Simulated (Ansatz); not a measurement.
## LiBe (Pm-3m): relaxing the cell for a phonon run

Wanted: the relaxed cell of LiBe (Pm-3m).

Program: Ansatz 0.2.0. Level of theory: DFT PBEsol, scalar-relativistic, plane waves, PAW; PAW set soft_1. Results are calculated unless marked as measured.

## 1. The starting structure

The structure is cubic, space group Pm-3m (No. 221). Conventional cell: a = 2.811 Å, b = 2.811 Å, c = 2.811 Å, α = 90.00°, β = 90.00°, γ = 90.00°. Li has 8 Be at 2.43 Å nearest. Be has 8 Li at 2.43 Å nearest. Farther neighbours are not listed.

## 2. Probe on a coarse mesh

First a cheap look: the gap decides the mesh and the occupations, the pressure tells how far the cell has to move.

input.yaml

```yaml
crystal:
  lattice:
    - [2.811153, 0.0, 0.0]
    - [0.0, 2.811153, 0.0]
    - [0.0, 0.0, 2.811153]
  atoms:
    - { symbol: Li, position: [0.0, 0.0, 0.0] }
    - { symbol: Be, position: [0.5, 0.5, 0.5] }
kpoints:
  mp_grid: { grid: [6, 6, 6] }
hamiltonian:
  xc: pbesol
  pseudopotentials: { kind: paw, azcp: { folder: soft_1 }, xc_functional: pbe }
scf:
  occupations: { method: gaussian, width: 0.1 }
output:
  forces: true
  stress: true
  eigenvalues: true
```

Launch:

```console
$ ansatz run input.yaml --threads 4 --pin off --max-ram 10240MiB --backend cpu --events-out ev --progress --plain --runs-dir out
```

Numbers of over 12 decimals in the logs are rounded to 6 here.

What it wrote:

```text
Engine: ansatz 0.2.0, aarch64-unknown-linux-gnu
Pseudopotentials: kind: paw
Pseudopotential: Li, paw, valence charge 3, recommended cutoff 420 eV (normal), soft_1/Li.paw.azcp
Pseudopotential: Be, paw, valence charge 2, recommended cutoff 420 eV (normal), soft_1/Be.paw.azcp
Functional definition: PBEsol
  exchange = pbesol_x
  correlation = pbesol_c
Crystal: 2 atoms, lattice volume = 22.215 Å³
[...]
P = ⅓ Tr σ = -0.0677 GPa (-0.677 kbar)
--- Band table (eV; the first three rows and the last of 20) ---
  k-point 0: bands = ["-40.4286", "-2.8658", "9.7986", "9.7986", "9.7986", "14.3210", "14.3210"]
  k-point 1: bands = ["-40.4234", "-2.5113", "6.9154", "10.2493", "10.2493", "14.8423", "17.7331"]
  k-point 2: bands = ["-40.4131", "-1.4540", "3.4476", "11.4971", "11.4971", "16.3938", "18.4166"]
  k-point 19: bands = ["-40.3706", "6.0363", "6.0363", "6.0363", "8.5842", "8.5842", "8.5842"]
[key lines of the parts left out:]
SCF converged after 5 iterations
Free energy (F): -292.524939 eV
Fermi energy:    3.687777 eV
```

The job ended after 0.26 s (4 threads of Arm Neoverse V1, shared host; peak memory 0.24 GiB).

Numbers from this step:

- pressure: -0.06770 GPa
- volume per atom: 11.11 Å³
- gap on the k-mesh: 0 eV

The coarse mesh shows no gap and a pressure of -0.1 GPa.

## 3. Bringing the structure to rest

The cell and atoms are relaxed, since residual forces and stress would shift the frequencies.

input.yaml, the sections that differ from step 2:

```yaml
kpoints:
  mp_grid: { grid: [14, 14, 14] }
output:
  forces: true
  stress: true
  eigenvalues: true
  write_density: true
  write_potential: true
  elf: true
  volumetric_format: npy
relax:
  adjacent_minimum: "off"
  f_tol: 0.005
  max_steps: 80
  cell: { stress_tol: 0.05 }
# crystal, hamiltonian, scf: as in step 2
```

What it wrote:

```text
[...]
Crystal: 2 atoms, lattice volume = 22.215 Å³
Basis set: ecut = 420 eV, 461 PW (Γ), exchange–correlation on 40×40×40 points (8 copies of the dense FFT grid, shifted against one another)
Bands: 7, of which v1, the nominal top of the filled ones, is band 3 counted from 1 (2 counted from 0)
Symmetry: 48 space group operations
[...]
k-points: 120 of 2744
[...]
SCF iter   1: F=—  HF=-292.627168 eV  |F-HF|=—  |Δ(HF+E_count)|=         —  Δρ=9.14e-3  dr2=1.81e-2  ethr=3.10e-3  ⟨swp⟩=5.4  Hψ=6497  notcnv=0
[...]
SCF iter   5: F=-292.602463 eV  HF=-292.602463 eV  |F-HF|=8.10e-11  |Δ(HF+E_count)|=   3.50e-8  Δρ=2.47e-6  dr2=5.07e-10  ethr=1.03e-9  ⟨swp⟩=4.0  Hψ=3152  notcnv=0
SCF 1 converged in 5 iterations: F = -292.602463 eV  dr2 = 5.07e-10
[...]
relax step   1: F+E_penalty+E_count = -292.60246259 eV  Δ(F+E_penalty+E_count) = +0.000e0 eV  max|allowed force component| = 3.369e-31 eV/Å  Δτ_max = 0.0000 Å  P = -0.356 GPa  Ω = 22.215 Å³  (5 SCF iters, dr2 threshold 1.00e-7 eV, accepted)
Crystal: 2 atoms, lattice volume = 22.101 Å³
Basis set: ecut = 420 eV, 437 PW (Γ), exchange–correlation on 40×40×40 points (8 copies of the dense FFT grid, shifted against one another)
[...]
iter 1 solved again at ethr=6.11e-8 eV; its pass at ethr=3.10e-3 eV (dr2=3.05e-6 eV) is discarded
[...]
SCF iter   3: F=-292.602634 eV  HF=-292.602634 eV  |F-HF|=5.52e-9  |Δ(HF+E_count)|=   1.35e-7  Δρ=3.64e-6  dr2=1.08e-9  ethr=4.00e-9  ⟨swp⟩=7.1  Hψ=4828  notcnv=0
SCF 2 converged in 3 iterations: F = -292.602634 eV  dr2 = 1.08e-9
relax step   2: F+E_penalty+E_count = -292.60263382 eV  Δ(F+E_penalty+E_count) = -1.712e-4 eV  max|allowed force component| = 6.471e-32 eV/Å  Δτ_max = 0.0000 Å  P = -0.105 GPa  Ω = 22.101 Å³  energy of the carried Pulay correction = +6.073e-6 eV  (3 SCF iters, dr2 threshold 2.00e-7 eV, accepted)
Crystal: 2 atoms, lattice volume = 22.054 Å³
[...]
SCF iter   3: F=-292.602652 eV  HF=-292.602652 eV  |F-HF|=1.23e-9  |Δ(HF+E_count)|=   4.31e-8  Δρ=1.74e-6  dr2=2.35e-10  ethr=5.48e-10  ⟨swp⟩=5.8  Hψ=2545  notcnv=0
SCF 3 converged in 3 iterations: F = -292.602652 eV  dr2 = 2.35e-10
relax step   3: F+E_penalty+E_count = -292.60265176 eV  Δ(F+E_penalty+E_count) = -1.794e-5 eV  max|allowed force component| = 1.120e-31 eV/Å  Δτ_max = 0.0000 Å  P = +0.001 GPa  Ω = 22.054 Å³  energy of the carried Pulay correction = +8.590e-6 eV  (3 SCF iters, dr2 threshold 2.74e-8 eV, accepted)
[...]
SCF iter   3: F=-292.602645 eV  HF=-292.602645 eV  |F-HF|=1.26e-11  |Δ(HF+E_count)|=  3.27e-10  Δρ=2.83e-7  dr2=7.56e-12  ethr=1.00e-12  ⟨swp⟩=2.8  Hψ=2784  notcnv=0
SCF 4 converged in 3 iterations: F = -292.602645 eV  dr2 = 7.56e-12
relax step   4: F+E_penalty+E_count = -292.60264492 eV  Δ(F+E_penalty+E_count) = +6.845e-6 eV  max|allowed force component| = 1.263e-31 eV/Å  Δτ_max = 0.0000 Å  P = +0.000 GPa  Ω = 22.054 Å³  stress off target by 7.36e-5 GPa  SCF on the basis re-selected at this cell (its energy is not comparable with the rows above)  (3 SCF iters)
basis re-selected at this cell: Δ(F+E_penalty+E_count) = +6.845e-6 eV, ΔP = -0.001 GPa vs the last step (what re-selecting the basis moved, of the pressure what is left beyond the Pulay correction that the steps carried, after the strain that the cell walked since its last selection, with what the two solves' SCF thresholds leave and, on support functions, any second-order correction that the steps lacked; it is no m [...]
SCF converged after 3 iterations
Free energy (F): -292.602645 eV
[...]
Internal energy: -292.597774 eV  (E = F + TS)
E sigma→0 (E₀):  -292.600209 eV
Entropy (-TS):   -0.004871 eV (-2.436 meV/atom)
Fermi energy:    3.592448 eV
[...]
--- Stress (GPa, compression-positive) ---
        0.000074       0.000000       0.000000
        0.000000       0.000074      -0.000000
        0.000000      -0.000000       0.000074
  P = ⅓ Tr σ = 0.0001 GPa (0.001 kbar)
--- Band table (eV; the first three rows and the last of 120) ---
[...]
--- Relaxed structure (3 steps of the walk, 3 accepted, 1 SCFs on fresh bases) ---
  F+E_penalty+E_count = -292.60264492 eV   max|allowed force component| = 1.263e-31 eV/Å   (the final SCF, on the basis selected at the relaxed cell)
  cell:  # Å, volume = 22.0536 Å³
    - [2.804311, 0, 0]
    - [0, 2.804311, 0.0]
    - [0, 0, 2.804311]
  atoms:
    - { symbol: Li, position: [0, 0, 0] }
    - { symbol: Be, position: [0.5, 0.5, 0.5] }
```

Run time: 1.9 s. Hardware: 4 threads; peak memory 0.3 GiB.

Relaxation path:

```csv
step,energy less that of the first step (eV),largest force component (eV/Å),pressure (GPa),volume (Å³)
1,0.0000,0.0000,-0.36,22.22
2,-0.0002,0.0000,-0.10,22.10
3,-0.0002,0.0000,0.00,22.05
4*,-0.0002,0.0000,0.00,22.05
```

Relaxation steps marked * repeat the geometry before them on a plane-wave basis chosen anew for their cell, so energy and pressure can jump there.

Forces are held to the 48 operations that the run works with; a distortion that breaks them can't arise in this run.

```csv
"conventional cell, symmetrised",before,after,change
a (Å),2.811,2.804,-0.2 %
b (Å),2.811,2.804,-0.2 %
c (Å),2.811,2.804,-0.2 %
volume (Å³/atom),11.11,11.03,-0.7 %
```

Final coordinates:

```xyz
2
Lattice="2.8043 0.0000 0.0000 0.0000 2.8043 0.0000 0.0000 0.0000 2.8043" Properties=species:S:1:pos:R:3 pbc="T T T"
Li    0.0000    0.0000    0.0000
Be    1.4022    1.4022    1.4022
```

Numbers from this step:

| Property | Result |
| --- | --- |
| pressure | 7.36e-5 GPa |
| volume per atom | 11.03 Å³ |

ELF in the ac plane at fractional y = 0.000, with atoms of Li within 0.2 Å of it. It is the smooth field of the valence electrons, not physical close to the nuclei.

Ten even steps from '0' (0.04) to '9' (0.95):
```
994000344300049
641001344310014
000013555531000
000124666642100
001346677664310
233566777766533
444567777776544
444567777776544
233566777766533
001346677664310
000124666642100
000013555531000
641001344310014
994000344300049
996000244200069
```
Columns run along a (2.8 Å), rows up along c (2.8 Å). Atoms in or near the plane, at fractional coordinates: Li at (0.00, 0.00).

Valence density in the ac plane at fractional y = 0.000, with atoms of Li within 0.2 Å of it. It is the smooth field of the valence electrons, not physical close to the nuclei.

Ten steps, logarithmic in the rise over the least value, from '_' (0.1 e/Å³) to '@' (9.9 e/Å³):
```
@@%%**::________________::**%%
##**==____________________==**
--::________________________::
______________________________
______________________________
______________....____________
____________........__________
____________........__________
______________....____________
______________________________
______________________________
--::________________________::
##**==____________________==**
@@%%**::________________::**%%
@@@@##--________________--##@@
```
Columns run along a (2.8 Å), rows up along c (2.8 Å). Atoms in or near the plane, at fractional coordinates: Li at (0.00, 0.00).

Electrostatic potential energy in the ac plane at fractional y = 0.000, with atoms of Li within 0.2 Å of it. With pseudopotentials it is smooth inside the atoms' cores, unlike the true potential.

Values in eV, 15 rows by 15 columns:
```
-32 -32 -23 -11  -1   3   5   6   6   5   3  -1 -11 -23 -32
-26 -23 -16  -6   1   4   5   6   6   5   4   1  -6 -16 -23
-13 -11  -6   0   3   5   6   6   6   6   5   3   0  -6 -11
 -2  -1   1   3   4   5   6   6   6   6   5   4   3   1  -1
  3   3   4   5   5   5   6   6   6   6   5   5   5   4   3
  5   5   5   6   6   6   6   6   6   6   6   6   6   5   5
  6   6   6   6   6   6   6   6   6   6   6   6   6   6   6
  6   6   6   6   6   6   6   6   6   6   6   6   6   6   6
  5   5   5   6   6   6   6   6   6   6   6   6   6   5   5
  3   3   4   5   5   5   6   6   6   6   5   5   5   4   3
 -2  -1   1   3   4   5   6   6   6   6   5   4   3   1  -1
-13 -11  -6   0   3   5   6   6   6   6   5   3   0  -6 -11
-26 -23 -16  -6   1   4   5   6   6   5   4   1  -6 -16 -23
-32 -32 -23 -11  -1   3   5   6   6   5   3  -1 -11 -23 -32
-32 -32 -26 -13  -2   3   5   6   6   5   3  -2 -13 -26 -32
```
Columns run along a (2.8 Å; values clipped at the 3rd and 97th percentile), rows up along c (2.8 Å). Atoms in or near the plane, at fractional coordinates: Li at (0.00, 0.00).

In this step the volume went from 11.11 to 11.03 Å³/atom.

## 4. Tight relaxation

Phonons need a cell at rest on their own settings, so the relaxation is repeated with tight tolerances on forces and stress on the k mesh and occupations of the first response run.

input.yaml, the sections that differ from step 3:

```yaml
crystal:
  lattice:
    - [2.8043112145, 0.0, 0.0]
    - [0.0, 2.8043112145, 0.0]
    - [0.0, 0.0, 2.8043112145]
  atoms:
    - { symbol: Li, position: [0.0, 0.0, 0.0] }
    - { symbol: Be, position: [0.5, 0.5, 0.5] }
kpoints:
  mp_grid: { grid: [16, 16, 16] }
scf:
  occupations: { method: methfessel_paxton, width: 0.2 }
relax:
  adjacent_minimum: "off"
  f_tol: 0.001
  max_steps: 60
  cell: { stress_tol: 0.01 }
# hamiltonian, output: as in step 3
```

What it wrote:

```text
[...]
Crystal: 2 atoms, lattice volume = 22.054 Å³
Basis set: ecut = 420 eV, 437 PW (Γ), exchange–correlation on 40×40×40 points (8 copies of the dense FFT grid, shifted against one another)
Bands: 7, of which v1, the nominal top of the filled ones, is band 3 counted from 1 (2 counted from 0)
[... 1 set-up line as in the run before ...]
[...]
k-points: 165 of 4096
[...]
-0.000000      -0.000000      -0.000191
  P = ⅓ Tr σ = -0.0002 GPa (-0.002 kbar)
--- Band table (eV; the first three rows and the last of 165) ---
[...]
--- Relaxed structure (3 steps of the walk, 3 accepted, 1 SCFs on fresh bases) ---
[...]
cell:  # Å, volume = 21.9989 Å³
    - [2.801992, 0, 0]
    - [0, 2.801992, 0.0]
    - [0, 0.0, 2.801992]
  atoms:
    - { symbol: Li, position: [0, 0, 0] }
    - { symbol: Be, position: [0.5, 0.5, 0.5] }
[key lines of the parts left out:]
SCF converged after 4 iterations
Free energy (F): -292.610448 eV
Fermi energy:    3.680903 eV
```

It took 2.4 s on 4 threads; peak memory 0.32 GiB.

Little changed from the start: no atom moved by 0.005 Å and no cell edge by 0.1 %.

Numbers from this step:

```yaml
pressure: -1.91e-4 GPa
volume_per_atom: 11.00 Å³
```

Electrostatic potential energy in the ac plane at fractional y = 0.000, with atoms of Li within 0.2 Å of it. With pseudopotentials it is smooth inside the atoms' cores, unlike the true potential.

Ten even steps from '_' (-32 eV) to '@' (6 eV):
```
____::++%%@@@@@@@@@@@@%%++::__
..::==**%%@@@@@@@@@@@@%%**==::
==++**%%@@@@@@@@@@@@@@@@%%**++
##%%%%@@@@@@@@@@@@@@@@@@@@%%%%
@@@@@@@@@@@@@@@@@@@@@@@@@@@@@@
@@@@@@@@@@@@@@@@@@@@@@@@@@@@@@
@@@@@@@@@@@@@@@@@@@@@@@@@@@@@@
@@@@@@@@@@@@@@@@@@@@@@@@@@@@@@
@@@@@@@@@@@@@@@@@@@@@@@@@@@@@@
@@@@@@@@@@@@@@@@@@@@@@@@@@@@@@
##%%%%@@@@@@@@@@@@@@@@@@@@%%%%
==++**%%@@@@@@@@@@@@@@@@%%**++
..::==**%%@@@@@@@@@@@@%%**==::
____::++%%@@@@@@@@@@@@%%++::__
____..==##@@@@@@@@@@@@##==..__
```
Columns run along a (2.8 Å; values clipped at the 3rd and 97th percentile), rows up along c (2.8 Å). Atoms in or near the plane, at fractional coordinates: Li at (0.00, 0.00).

Valence density in the ac plane at fractional y = 0.000, with atoms of Li within 0.2 Å of it. It is the smooth field of the valence electrons, not physical close to the nuclei.

Ten steps, logarithmic in the rise over the least value, from '0' (0.1 e/Å³) to '9' (9.9 e/Å³):
```
986200000000268
764000000000046
320000000000002
000000000000000
000000000000000
000000011000000
000000111100000
000000111100000
000000011000000
000000000000000
000000000000000
320000000000002
764000000000046
986200000000268
997300000000379
```
Columns run along a (2.8 Å), rows up along c (2.8 Å). Atoms in or near the plane, at fractional coordinates: Li at (0.00, 0.00).

ELF in the ac plane at fractional y = 0.000, with atoms of Li within 0.2 Å of it. It is the smooth field of the valence electrons, not physical close to the nuclei.

Ten even steps from '0' (0.04) to '9' (0.95):
```
994000344300049
641001344310014
000013555531000
000124666642100
001346777764310
233567777776533
444567777776544
444567777776544
233567777776533
001346777764310
000124666642100
000013555531000
641001344310014
994000344300049
996000244200069
```
Columns run along a (2.8 Å), rows up along c (2.8 Å). Atoms in or near the plane, at fractional coordinates: Li at (0.00, 0.00).

The forces vanish by symmetry and the pressure is 0.000 GPa, within the tolerances set. The cell now holds 11.00 Å³/atom.

## 5. Summary of results

| Quantity | Value |
| --- | --- |
| space group after relaxation (within 0.01 Å) | Pm-3m |
| lattice constant a | 2.802 Å |
| lattice constant b | 2.802 Å |
| lattice constant c | 2.802 Å |
| volume per atom | 11.0 Å³ |

What this shows: The forces vanish by symmetry and the pressure is 0.000 GPa, within the tolerances set. The cell now holds 11.00 Å³/atom. The relaxation keeps the symmetry of its start, so it says nothing on stability against lower symmetry. The runs are without spin polarisation, although the cell has an odd electron count. The PAW files were made for PBE and serve the other functionals too.

[Logs are printed without paths, hosts, clocks, repeated set-up lines and the standing remarks that a program may print on its own settings, such as how far it seeks lower states.]

[Hosts, paths, dates, database ids (printed as entryN), source tags and the programs' standing remarks are cut or masked in the printed files.]
